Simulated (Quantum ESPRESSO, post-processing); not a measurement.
# 1T-PtSe2, 1 layer, stepped through biaxial strain, part 2 of 2

Wanted: a table for 1T-PtSe2, 1 layer against biaxial strain, and what can be fitted to it.

Quantum ESPRESSO 7.5; plane-wave DFT, PBE, GBRV ultrasoft pseudopotentials.

So far. Step 9 (Relaxing the ions, 3 %): The relaxation lowers the energy by 12 meV an atom.

## (10) Ground state, 3 %

Input file m7.scf.in:

```
&control
  prefix = 'm7.scf'
  outdir = './out'
  pseudo_dir = './pseudo'
  calculation = 'scf'
  tprnfor = .true.
/
&system
  ibrav = 0
  nat = 3
  ntyp = 2
  ecutwfc = 40
  ecutrho = 200
  occupations = 'smearing'
  smearing = 'fd'
  degauss = 0.002
  nbnd = 18
/
&electrons
  conv_thr = 1e-09
  mixing_beta = 0.4
  electron_maxstep = 120
  mixing_mode = 'plain'
/
ATOMIC_SPECIES
  Se  78.9710  se_pbe_v1.uspp.F.UPF
  Pt  195.0840  pt_pbe_v1.4.uspp.F.UPF
CELL_PARAMETERS angstrom
  3.85791161162000 0.00000000000000 0.00000000000000
  -1.92895580581000 3.34104946123000 0.00000000000000
  0.00000000000000 0.00000000000000 17.26771779500000
ATOMIC_POSITIONS crystal
  Se  0.666666666700 0.333333333300 0.427760382300
  Pt  0.000000000000 0.000000000000 0.500000000000
  Se  0.333333333300 0.666666666700 0.572239617700
K_POINTS automatic
  12 12 1 0 0 0
```

On the command line:

```
$ OMP_NUM_THREADS=1 mpirun -n 4 pw.x -nk 4 -in m7.scf.in > m7.scf.out
```

It took 19 s on 4 MPI ranks of Intel Xeon Platinum 8559C (Emerald Rapids), shared host; peak memory 0.49 GiB; 76 s of CPU time.

Read from the output:

* free energy: -4054.2483 eV
* Fermi energy: -0.7406 eV
* valence top, on the run's zero: -1.340 eV
* conduction bottom, on the run's zero: -0.1595 eV
* gap by band count: 1.181 eV

## (11) Relaxation with pw.x, 4 %

Input file m8.relax.in:

```
&control
  prefix = 'm8.relax'
  outdir = './out'
  pseudo_dir = './pseudo'
  nstep = 40
  forc_conv_thr = 0.0003
  calculation = 'relax'
  tstress = .true.
/
&system
  ibrav = 0
  nat = 3
  ntyp = 2
  ecutwfc = 50
  ecutrho = 250
  occupations = 'smearing'
  smearing = 'fd'
  degauss = 0.002
/
&electrons
  conv_thr = 1e-09
  mixing_beta = 0.4
  electron_maxstep = 120
  mixing_mode = 'plain'
/
&ions
/
ATOMIC_SPECIES
  Se  78.9710  se_pbe_v1.uspp.F.UPF
  Pt  195.0840  pt_pbe_v1.4.uspp.F.UPF
CELL_PARAMETERS angstrom
  3.89536706416000 0.00000000000000 0.00000000000000
  -1.94768353208000 3.37348683464000 0.00000000000000
  0.00000000000000 0.00000000000000 17.26771779500000
ATOMIC_POSITIONS crystal
  Se  0.666666666700 0.333333333300 0.424236160800
  Pt  0.000000000000 0.000000000000 0.500000000000
  Se  0.333333333300 0.666666666700 0.575763839200
K_POINTS automatic
  12 12 1 0 0 0
```

On the command line:

```
$ OMP_NUM_THREADS=1 mpirun -n 4 pw.x -nk 4 -in m8.relax.in > m8.relax.out
```

The job ended after 1.8 min (4 MPI ranks; peak memory 0.73 GiB; 7 min of CPU time).

Relaxation path:

```
step  energy less that of the first step (eV)  largest force (eV/Å)
   1                                   0.0000                0.7672
   2                                  -0.0220                0.6242
   3                                  -0.0409                0.4627
   4                                  -0.0585                0.2127
   5                                  -0.0631                0.0068
   6                                  -0.0631                0.0001
```

The atoms that moved most (Å):

```
atom     dx     dy      dz  length
 Se1  0.000  0.000   0.081   0.081
 Se3  0.000  0.000  -0.081   0.081
```

Final coordinates:

```cif
data_structure
_symmetry_space_group_name_H-M 'P 1'
_symmetry_Int_Tables_number 1
_cell_length_a 3.8954
_cell_length_b 3.8954
_cell_length_c 17.2677
_cell_angle_alpha 90.000
_cell_angle_beta 90.000
_cell_angle_gamma 120.000
_cell_volume 226.91
loop_
_atom_site_label
_atom_site_type_symbol
_atom_site_fract_x
_atom_site_fract_y
_atom_site_fract_z
_atom_site_occupancy
Se1 Se 0.66667 0.33333 0.42891 1
Pt2 Pt 0.00000 0.00000 0.50000 1
Se3 Se 0.33333 0.66667 0.57109 1
```

The relaxation lowers the energy by 21 meV an atom.

This step gave:

| Property | Result |
| --- | --- |
| free energy | -4054.2244 eV |
| Fermi energy | -0.8234 eV |

## (12) Self-consistent run, 4 %

Input file m8.scf.in:

```
&control
  prefix = 'm8.scf'
  outdir = './out'
  pseudo_dir = './pseudo'
  calculation = 'scf'
  tprnfor = .true.
/
&system
  ibrav = 0
  nat = 3
  ntyp = 2
  ecutwfc = 40
  ecutrho = 200
  occupations = 'smearing'
  smearing = 'fd'
  degauss = 0.002
  nbnd = 18
/
&electrons
  conv_thr = 1e-09
  mixing_beta = 0.4
  electron_maxstep = 120
  mixing_mode = 'plain'
/
ATOMIC_SPECIES
  Se  78.9710  se_pbe_v1.uspp.F.UPF
  Pt  195.0840  pt_pbe_v1.4.uspp.F.UPF
CELL_PARAMETERS angstrom
  3.89536706416000 0.00000000000000 0.00000000000000
  -1.94768353208000 3.37348683464000 0.00000000000000
  0.00000000000000 0.00000000000000 17.26771779500000
ATOMIC_POSITIONS crystal
  Se  0.666666666700 0.333333333300 0.428908654300
  Pt  0.000000000000 0.000000000000 0.500000000000
  Se  0.333333333300 0.666666666700 0.571091345700
K_POINTS automatic
  12 12 1 0 0 0
```

On the command line:

```
$ OMP_NUM_THREADS=1 mpirun -n 4 pw.x -nk 4 -in m8.scf.in > m8.scf.out
```

The job ended after 18 s (4 MPI ranks; peak memory 0.45 GiB).

Read from the output:

| Quantity | Value |
| --- | --- |
| free energy | -4054.2035 eV |
| Fermi energy | -0.8285 eV |
| valence top, on the run's zero | -1.386 eV |
| conduction bottom, on the run's zero | -0.2946 eV |
| gap by band count | 1.092 eV |

## (13) The series side by side

The series in one table, energies over the lowest:

```
biaxial strain  energy (eV)  gap along the path (eV)  upper vacuum level over the valence top of the mesh (eV)  lower vacuum level over that top (eV)
          -4 %       0.1169                    1.126                                                     5.359                                  5.359
          -3 %       0.0656                    1.249                                                     5.461                                  5.461
          -2 %       0.0291                    1.316                                                     5.556                                  5.556
          -1 %       0.0074                    1.362                                                     5.645                                  5.645
           0 %       0.0000                    1.398                                                     5.729                                  5.729
           1 %       0.0065                    1.329                                                     5.733                                  5.733
           2 %       0.0264                    1.244                                                     5.704                                  5.704
           3 %       0.0591                    1.157                                                     5.667                                  5.667
           4 %       0.1041                    1.068                                                     5.633                                  5.633
```

## (14) A check by hand

A parabola through the energies within ±2 % has E = 69.39 eV × ε² -0.064 eV × ε; for the curvature, over A = 12.150 Å² this is 69.39 × 1/12.150 × 16.02 = 92 N/m.

## (15) Outcome

| Item | Value |
| --- | --- |
| C11 + C12 | 92 N/m |
| gap along the path, at -4 % and at 4 % | 1.13, 1.07 eV |
| upper vacuum level over the valence top of the mesh, at -4 % and at 4 % | 5.36, 5.63 eV |
| lower vacuum level over that top, at -4 % and at 4 % | 5.36, 5.63 eV |

The series holds 9 members; C11 + C12: 92 N/m (PBE, GBRV ultrasoft). The energy is lowest near zero strain. From -4 % to 4 % the gap along the path goes from 1.13 to 1.07 eV by way of 1.40 at 0 %. From -4 % to 4 % the upper vacuum level over the valence top of the mesh goes from 5.36 to 5.63 eV by way of 5.73 at 1 %. From -4 % to 4 % the lower vacuum level over that top goes from 5.36 to 5.63 eV by way of 5.73 at 1 %. Semilocal gaps are too small; the 1×1 cell can't ripple over many cells under compression as a free sheet would. No spin-orbit coupling.

[Logs are printed without paths, hosts, clocks, repeated set-up lines and the standing remarks that a program may print on its own settings, such as how far it seeks lower states.]

[Hosts, paths, dates, database ids (printed as entryN), source tags and the programs' standing remarks are cut or masked in the printed files.]

[Maps of the electrostatic potential energy from Ansatz leave out the sawtooth potential of an applied field or a dipole correction, so their vacuum need not be flat; planar profiles and work functions include it.]
